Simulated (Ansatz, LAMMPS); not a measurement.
**Relaxing amorphous polystyrene (as short chains C42H46), from a frame at 300 K (176 atoms)**

Aim: bring amorphous polystyrene (as short chains C42H46), from a frame at 300 K (176 atoms) to a nearby minimum of the energy and see what moves.

Main program and level: Ansatz 0.2.0; Kohn-Sham DFT, revPBE+D3(BJ), PAW (set soft_2), plane waves.

## (1) Set-up

The cell holds 176 atoms: 84 C and 92 H. Cell: a = 12.279 Å, b = 12.279 Å, c = 12.279 Å, α = 90.0°, β = 90.0°, γ = 90.0°. 2 polystyrene chains of 5 units with methyl end groups placed at random, at 0.988 g/cm³; overlaps pushed apart, then 20 ps at 800 K with MMFF94 bonds, angles, torsions, charges and radii (Halgren, J. Comput. Chem. 17, 490 (1996)) in harmonic and 12-6 forms. Snapshot after 30 ps at 300 K and fixed volume.

Before any run, some limits are plain. The network of contacts between molecules at the start is that of the classical potential that made the cell. Sampling is at Γ alone, for a cell whose shortest periodic width is 12 Å.

## (2) The classical run that made the cell

A classical potential supplies the starting structure, since it reaches far longer times than DFT.

This step: classical MD, MMFF94 bonds, angles, torsions, charges and radii (Halgren, J. Comput. Chem. 17, 490 (1996)) in harmonic and 12-6 forms; charges of ions scaled by 0.8 (LAMMPS 22 Jul 2025 - Update 4).

File in.lmp:

```
# amorphous polystyrene
units real
atom_style full
boundary p p p
bond_style harmonic
angle_style harmonic
dihedral_style opls
improper_style harmonic
special_bonds lj 0 0 0.5 coul 0 0 0.75
read_data data.lmp
neigh_modify delay 0 every 1 check yes one 4000
comm_modify cutoff 12.0
timestep 0.5
thermo_style custom step time temp pe press density
thermo_modify norm yes
# push overlapping molecules apart
pair_style soft 2.6
pair_coeff * * 0.0
variable a equal ramp(1,60)
fix ad all adapt 1 pair soft a * * v_a
velocity all create 800 549985 mom yes dist gaussian
fix lim all nve/limit 0.03
fix lan all langevin 800 800 50 549986 zero yes
thermo 1000
run 3000 post no
unfix ad
pair_style lj/cut/coul/long 9.0
pair_modify mix arithmetic tail yes
pair_coeff 1 1 0.0678 3.3680   # C
pair_coeff 2 2 0.0678 3.5860   # C
pair_coeff 3 3 0.0216 2.5400   # H
kspace_style pppm 1.0e-4
thermo 100
minimize 1e-5 1e-3 300 3000
# [... 15 lines left out ...]
compute msd all msd com yes
thermo 7500
fix md all nvt temp 300 300 100
run 30000 post no
print "== T300: mean square displacement over the hold $(c_msd[4]:%.2f) A^2"
unfix md
uncompute msd
write_dump all custom T300.dump id type xs ys zs modify sort id
```

The run is started by

```console
$ lmp -in in.lmp -log none -nocite
```

Numbers of over 12 decimals in the logs are rounded to 6 here.

The log of the run:

```text
LAMMPS (22 Jul 2025 - Update 4)
Reading data file ...
  orthogonal box = (0 0 0) to (12.27948 12.27948 12.27948)
  176 atoms
  orthogonal box = (0 0 0) to (12.27948 12.27948 12.27948)
  184 bonds
  324 angles
  498 dihedrals
  60 impropers
   Step          Time           Temp          PotEng         Press         Density
         0   0              800            0.92666277    -22618.539      0.98799947
      1000   500            660.42735      3.1494179      16568          0.98799947
      2000   1000           643.77548      3.2029523      17732.556      0.98799947
      3000   1500           629.3218       3.0945894      27081.014      0.98799947
Loop time of 1.25523 s on 1 MPI rank(s) for 3000 steps with 176 atoms
PPPM initialization ...
  G vector (1/distance) = 0.25918595
  grid = 5 5 5
  estimated relative force accuracy = 1.9051157e-05
   Step          Time           Temp          PotEng         Press         Density
[... 14 lines left out ...]
      2000   1000           636.94341      2.4188442      2550.74        0.98799947
Loop time of 3.03744 s on 1 MPI rank(s) for 2000 steps with 176 atoms
   Step          Time           Temp          PotEng         Press         Density
      2000   1000           636.94341      2.4188442      2550.74        0.98799947
[... 5 lines left out ...]
Loop time of 30.4857 s on 1 MPI rank(s) for 20000 steps with 176 atoms
   Step          Time           Temp          PotEng         Press         Density
[... 4 lines left out ...]
Loop time of 43.4721 s on 1 MPI rank(s) for 20000 steps with 176 atoms
   Step          Time           Temp          PotEng         Press         Density
[... 2 lines left out ...]
     52500   51500          280.04335      1.0803308      1835.2635      0.98799947
     60000   59000          319.70773      1.1137254     -5330.9457      0.98799947
     67500   66500          291.62103      1.1254002     -5960.9417      0.98799947
     72000   71000          328.80989      1.1280239     -3663.4199      0.98799947
Loop time of 62.1037 s on 1 MPI rank(s) for 30000 steps with 176 atoms
== T300: mean square displacement over the hold 1.00 A^2
```

Run time: 2.4 min. Hardware: 1 thread of Intel Xeon Platinum 8175M at 2.50GHz (Skylake/Cascade Lake), shared host; peak memory 0.12 GiB.

The input also reads data.lmp (atoms, bonds and types; not printed here).

## (3) Single point at the start

A single point comes first, to see the forces before anything moves.

File input.yaml:

```yaml
crystal:
  lattice:
    - [12.27948, 0.0, 0.0]
    - [0.0, 12.27948, 0.0]
    - [0.0, 0.0, 12.27948]
  atoms:
    - { symbol: C, position: [0.84203, 0.45503, 0.40267] }
    - { symbol: C, position: [0.93548, 0.52041, 0.36219] }
    - { symbol: C, position: [0.02979, 0.45778, 0.31889] }
    - { symbol: C, position: [0.07587, 0.38477, 0.41574] }
    - { symbol: C, position: [0.08888, 0.27312, 0.39788] }
    - { symbol: C, position: [0.13692, 0.20326, 0.47429] }
    - { symbol: C, position: [0.16194, 0.24621, 0.57602] }
    - { symbol: C, position: [0.14278, 0.35488, 0.59631] }
    - { symbol: C, position: [0.09742, 0.42619, 0.51836] }
    - { symbol: C, position: [0.11512, 0.54149, 0.28914] }
    - { symbol: C, position: [0.21459, 0.48635, 0.23347] }
    - { symbol: C, position: [0.19505, 0.43609, 0.1211] }
    - { symbol: C, position: [0.13136, 0.48384, 0.03772] }
    - { symbol: C, position: [0.11918, 0.43108, 0.94149] }
    - { symbol: C, position: [0.15673, 0.32512, 0.92202] }
    - { symbol: C, position: [0.21181, 0.27244, 0.00213] }
    - { symbol: C, position: [0.22963, 0.3246, 0.10375] }
    - { symbol: C, position: [0.29909, 0.57596, 0.21616] }
    - { symbol: C, position: [0.37782, 0.58234, 0.31524] }
    - { symbol: C, position: [0.47664, 0.64942, 0.28582] }
    - { symbol: C, position: [0.56795, 0.58805, 0.26678] }
    - { symbol: C, position: [0.66272, 0.64566, 0.23643] }
    - { symbol: C, position: [0.664, 0.75656, 0.22751] }
    - { symbol: C, position: [0.57321, 0.81759, 0.25013] }
    - { symbol: C, position: [0.47609, 0.76119, 0.27757] }
    - { symbol: C, position: [0.32676, 0.61624, 0.42483] }
    - { symbol: C, position: [0.40588, 0.65601, 0.51281] }
    - { symbol: C, position: [0.34086, 0.70986, 0.59919] }
    - { symbol: C, position: [0.25764, 0.65028, 0.65117] }
    - { symbol: C, position: [0.20274, 0.70506, 0.73903] }
    - { symbol: C, position: [0.23631, 0.80656, 0.776] }
    - { symbol: C, position: [0.31292, 0.86155, 0.71825] }
    [... 138 atom lines left out ...]
    - { symbol: H, position: [0.20131, 0.89048, 0.33056] }
    - { symbol: H, position: [0.28377, 0.81905, 0.15753] }
    - { symbol: H, position: [0.16035, 0.80033, 0.99778] }
    - { symbol: H, position: [0.81528, 0.92705, 0.02258] }
    - { symbol: H, position: [0.81874, 0.85414, 0.89487] }
    - { symbol: H, position: [0.86268, 0.78538, 0.01396] }
kpoints:
  mp_grid: { grid: [1, 1, 1] }
hamiltonian:
  xc: revpbe
  dispersion: d3bj
scf:
  occupations: { method: fermi_dirac, width: 0.05 }
output:
  forces: true
  stress: true
  populations: true
  dos:
    method: { smearing: { sigma: 0.1 } }
    de: 0.1
    projected: { site_lists: { C: [C], H: [H] } }
  eigenvalues: true
```

The run is started by

```console
$ ansatz run input.yaml --threads 4 --pin off --max-ram 8192MiB --backend cpu --events-out ev --progress --plain --runs-dir out
```

The log of the run:

```text
Engine: ansatz 0.2.0, x86_64-unknown-linux-gnu
Pseudopotentials: kind: paw
Pseudopotential: C, paw, valence charge 4, recommended cutoff 420 eV (normal), C.paw.azcp
Pseudopotential: H, paw, valence charge 1, recommended cutoff 420 eV (normal), H.paw.azcp
[... 5 lines on functional and potentials left out ...]
Crystal: 176 atoms, lattice volume = 1851.569 Å³
Basis set: ecut = 420 eV, 36257 PW (Γ), exchange–correlation on 180×180×180 points (8 copies of the dense FFT grid, shifted against one another)
Bands: 390, of which v1, the nominal top of the filled ones, is band 214 counted from 1 (213 counted from 0)
Symmetry: 1 space group operations
Space group: P1 (ITA 1), of the structure as read, at distance tolerance 1.2e-4 Å
k-points: 1
[... 6 lines on functional and potentials left out ...]
Initial density: superposition of atomic densities (neutral atoms: chi_scale 0, normalization atom), corrected by the library's trained network
Initial wavefunctions: pseudopotential atomic-orbital guess
Functional: x = revpbe(κ = 1.245, μ = 0.219515), c = pbe(β = 0.066725)
SCF iter   1: F=—  HF=-22654.485281 eV  |F-HF|=—  |Δ(HF+E_count)|=         —  Δρ=4.87e-3  dr2=4.64e-1  ethr=1.77e-3  ⟨swp⟩=6.0  Hψ=1819  notcnv=0  defer=74
preconditioner: auto → Resta (q_TF=auto, 2.137 Å⁻¹)  ε∞=2.4  [insulator: Δε(μ)=3.971 eV  Ē_g=15.213 eV  σ=0.050 eV  W_gap=1.00  n_scr=304 (ndim 8)  ℏωp=17.9 eV  f_vac=0.238  D(μ)=0.00/eV (n_scr^D=0)  ε∞_Penn≈2.4]
SCF iter   2: F=—  HF=-22654.484568 eV  |F-HF|=—  |Δ(HF+E_count)|=   7.13e-4  Δρ=2.38e-3  dr2=1.06e-1  ethr=1.08e-4  ⟨swp⟩=3.0  Hψ=670  notcnv=0  defer=169
SCF iter   3: F=—  HF=-22654.515226 eV  |F-HF|=—  |Δ(HF+E_count)|=   3.07e-2  Δρ=8.93e-4  dr2=2.04e-2  ethr=2.47e-5  ⟨swp⟩=2.0  Hψ=363  notcnv=0  defer=169
SCF iter   4: F=—  HF=-22654.517354 eV  |F-HF|=—  |Δ(HF+E_count)|=   2.13e-3  Δρ=2.63e-4  dr2=1.81e-3  ethr=4.76e-6  ⟨swp⟩=2.0  Hψ=414  notcnv=0  defer=169
SCF iter   5: F=—  HF=-22654.517410 eV  |F-HF|=—  |Δ(HF+E_count)|=   5.53e-5  Δρ=1.06e-4  dr2=2.87e-4  ethr=4.23e-7  ⟨swp⟩=2.0  Hψ=419  notcnv=0  defer=169
SCF iter   6: F=—  HF=-22654.517314 eV  |F-HF|=—  |Δ(HF+E_count)|=   9.59e-5  Δρ=3.31e-5  dr2=3.04e-5  ethr=6.70e-8  ⟨swp⟩=2.0  Hψ=400  notcnv=0  defer=169
SCF iter   7: F=—  HF=-22654.519840 eV  |F-HF|=—  |Δ(HF+E_count)|=   2.53e-3  Δρ=1.36e-5  dr2=4.96e-6  ethr=7.11e-9  ⟨swp⟩=2.0  Hψ=596  notcnv=0  defer=169
SCF iter   8: F=—  HF=-22654.519838 eV  |F-HF|=—  |Δ(HF+E_count)|=   1.17e-6  Δρ=4.01e-6  dr2=3.51e-7  ethr=1.16e-9  ⟨swp⟩=2.0  Hψ=412  notcnv=0  defer=169
SCF iter   9: F=—  HF=-22654.519839 eV  |F-HF|=—  |Δ(HF+E_count)|=   1.76e-7  Δρ=2.06e-6  dr2=1.07e-7  ethr=2.34e-11  ⟨swp⟩=15.0  Hψ=2644  notcnv=0
SCF iter  10: F=-22654.519839 eV  HF=-22654.519839 eV  |F-HF|=2.12e-9  |Δ(HF+E_count)|=   1.85e-9  Δρ=4.85e-7  dr2=5.22e-9  ethr=2.34e-11  ⟨swp⟩=5.0  Hψ=1241  notcnv=0
SCF 1 converged in 10 iterations: F = -22654.519839 eV  dr2 = 5.22e-9
  greatest PAW one-centre occupation: 0.691 electrons in one spin orbital (limit 2), on the C atom at site 127 (counted from 0), in its partial waves of l = 0
SCF converged after 10 iterations
Free energy (F): -22654.519839 eV
Harris-Foulkes:  -22654.519839 eV  (|F-HF|=2.12e-9)
Internal energy: -22654.519839 eV  (E = F + TS)
E sigma→0 (E₀):  -22654.519839 eV
Fermi energy:    1.647713 eV
--- Per-component energies (eV) ---
  E_band       = -2927.611699
  E_kinetic    = 8946.644462
  E_local      = -29681.206027  (includes V_loc(G=0)·N_el)
  E_nonlocal   = 2418.278157
  E_hartree    = 11042.755283
  E_xc         = -4893.850577
  E_vxc        = -6084.774486  (∫ρ·V_xc dr)
  E_paw        = -8468.461181  (= ΣΔE_a)
  E_vpaw       = -611.935837  (= ΣTr[D̂ρ^β])
  E_aug_tail   = -0.128691  (compensation charges beyond the density's cutoff)
  E_ewald      = -1994.995588
  E_disp       = -22.575607  (pairwise vdW)
  E_core_change = -0.980069  (= ΣΔE_core)
  E_smearing   = -0.000000  (= −TS)
  E_closure    = -0.000000  (closes the sum)
  Σ components = -22654.519839   (vs F -22654.519839, Δ=0.00e0)
--- Forces (eV/Å), atoms counted from 1 ---
  atom   1  C     -2.05221420     1.05524364     0.30914718
  atom   2  C      0.22467761    -0.34357824     1.84840721
  atom   3  C      0.40513870    -1.08279316     1.29713849
  atom   4  C     -1.32360244     0.31411451    -1.97444802
  atom   5  C      0.62507475    -0.64175365    -0.09926222
  atom   6  C     -0.43002791     0.23356103     0.06792042
  atom   7  C      0.55091962    -0.75661932     1.16782800
  atom   8  C      0.23742901     1.56307460     0.68278551
  atom   9  C      1.21116174    -0.50221993     0.87507266
  atom  10  C      0.38380478    -1.67461870    -1.81067684
  atom  11  C     -0.69014750     1.39494429    -0.91158235
  atom  12  C     -0.80981617    -2.65948953     0.85388293
  atom  13  C      2.04424667    -0.69699442     1.75610302
  atom  14  C     -0.63127069    -0.18636399    -1.68165907
[...]
atom 175  H     -0.13136920    -0.06809204    -0.69032201
  atom 176  H     -0.01988212     0.31983715    -0.20502288
  max |Σ_I F_I| component: 1.06e-5 eV/Å
--- Stress (GPa, compression-positive) ---
        2.984592      -0.219245      -0.116194
       -0.219243       2.441977       0.313759
       -0.116193       0.313759       1.075629
  P = ⅓ Tr σ = 2.1674 GPa (21.674 kbar)
--- Band table (eV) ---
  k-point 0: bands = ["-16.6117", "-16.5478", "-16.4464", "-16.4270", [... 374 levels ...], "11.4084", "11.4401", "11.4840", "11.5067", "11.5143", "11.5741", "11.6254", "11.6500", "11.6919", "11.7091", "11.7196", "11.7269"]
--- Löwdin populations: 176 sites ---
  site symbol       q [e]
     0      C      4.4413
     1      C      4.2360
     2      C      4.0880
[...]
175      H      0.8163
  spilling = 0.012138 (of n_electrons = 428.000000)
```

Run time: 60 s. Hardware: 4 threads of Intel Xeon Platinum 8175M at 2.50GHz (Skylake/Cascade Lake), shared host; peak memory 2.4 GiB; 3.6 min of CPU time.

Numbers from this run:

* free energy: -22654.5198 eV
* free energy per atom: -128.7189 eV/atom
* SCF cycles: 10
* pressure: 2.167 GPa
* r.m.s. force component: 0.927 eV/Å
* longest force: 4.423 eV/Å
* Fermi energy: 1.648 eV
* gap (highest filled to lowest empty level): 3.923 eV
* spilling of the projection: 0.01214

The r.m.s. force component of 0.93 eV/Å and the pressure of 2.2 GPa set the starting point.

Neighbours are counted within 1.34 Å (H-C), 1.85 Å (C-C).

Length of the force by element and coordination:

```tsv
element	coordination	atoms	mean length of the force (eV/Å)	spread	least	most
C	all	84	1.91	0.858	0.151	4.42
C	3	60	1.96	0.888	0.151	4.42
C	4	24	1.80	0.767	0.620	3.81
H	all	92	0.857	0.436	0.130	2.03
```

(Continued in part 2 of 3.)

[Logs are printed without paths, hosts, clocks, repeated set-up lines and the standing remarks that a program may print on its own settings, such as how far it seeks lower states.]

[Hosts, paths, dates, database ids (printed as entryN), source tags and the programs' standing remarks are cut or masked in the printed files.]

[The MMFF94 radii named for the starting cell were scaled by 0.96; in molecules described by MMFF94, hydrogen bound to N, O or S took a small fixed 12-6 site in their place.]
